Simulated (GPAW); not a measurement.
Consider NbRu (Pm-3m).

```xyz
2
Lattice="3.1840 0.0000 0.0000 0.0000 3.1840 0.0000 0.0000 0.0000 3.1840" Properties=species:S:1:pos:R:3 pbc="T T T"
Ru    1.5920    1.5920    1.5920
Nb    0.0000    0.0000    0.0000
```

Absorber: atom 2, with 8 Ru at 2.76 Å and 6 Nb at 3.18 Å (cube and octahedron, as in bcc, site symmetry m-3m). Method: GPAW, LDA, excited-electron core hole (neutral cell), 18-atom cell with 7.1 Å between holes, 4×4×4 k points, dipole transitions, Gaussian full width 1.66 eV up to 4 eV, rising linearly to 3.5 eV at 25 eV.

Where do the maxima of the Nb L₃ edge fall?

Main maxima up to 30 eV above the zero (height): 0.6 eV (3.52), 11.2 eV (0.82) and 18.8 eV (0.73). At an L edge the dipole rule selects empty d (and weakly s) states on the absorber, and the strong line at the onset measures the empty part of its d band. 

The Nb L₃ spectrum (energy from the lowest empty level; intensity scaled to a mean of 1 over the first 20 eV):

```csv
E (eV),intensity
-2.0,0.02
-1.5,0.11
-1.0,0.48
-0.5,1.40
0.0,2.65
0.5,3.45
1.0,3.39
1.5,2.92
2.0,2.66
2.5,2.53
3.0,2.13
3.5,1.51
4.0,1.03
4.5,0.80
5.0,0.69
5.5,0.59
6.0,0.50
6.5,0.44
7.0,0.40
7.5,0.36
8.0,0.34
8.5,0.38
9.0,0.49
9.5,0.62
10.0,0.73
10.5,0.79
11.0,0.82
11.5,0.81
12.0,0.80
12.5,0.77
13.0,0.73
13.5,0.67
14.0,0.61
14.5,0.56
15.0,0.52
15.5,0.50
16.0,0.49
16.5,0.50
17.0,0.54
17.5,0.60
18.0,0.67
18.5,0.72
19.0,0.73
19.5,0.69
20.0,0.61
20.5,0.52
21.0,0.45
21.5,0.42
22.0,0.41
22.5,0.43
23.0,0.46
23.5,0.48
24.0,0.49
24.5,0.49
25.0,0.49
25.5,0.49
26.0,0.51
26.5,0.53
27.0,0.55
27.5,0.57
28.0,0.58
28.5,0.57
29.0,0.55
29.5,0.54
30.0,0.54
30.5,0.55
31.0,0.57
31.5,0.59
32.0,0.60
```

Only the L₃ part is meant: spin–orbit coupling of the core level isn't computed and the L₂ copy isn't added. The script folds with a Gaussian, whereas the core hole's own line is a Lorentzian, so the onset is too steep and the first peak too high. Lifetime broadening is put in by hand, and intensities beyond about 20 eV depend on it and on the partial waves; weight that the partial waves miss at high energy is lost. The structure is a published determination, not relaxed.

[Banner, clock and machine lines of the logs are left out without a mark of their own.]

[Logs are printed without paths, hosts, clocks, repeated set-up lines and the standing remarks that a program may print on its own settings, such as how far it seeks lower states.]

[Hosts, paths, dates, database ids (printed as entryN), source tags and the programs' standing remarks are cut or masked in the printed files.]

[Lists of maxima count a maximum above −3 eV only where it reaches 4 % of the highest in the window and stands out from its surroundings by 2 % of it (1.5 % where it reaches 55 %); shoulders and weaker maxima are passed over, and of the rest the first, up to two pre-edge ones and the few strongest are named.]
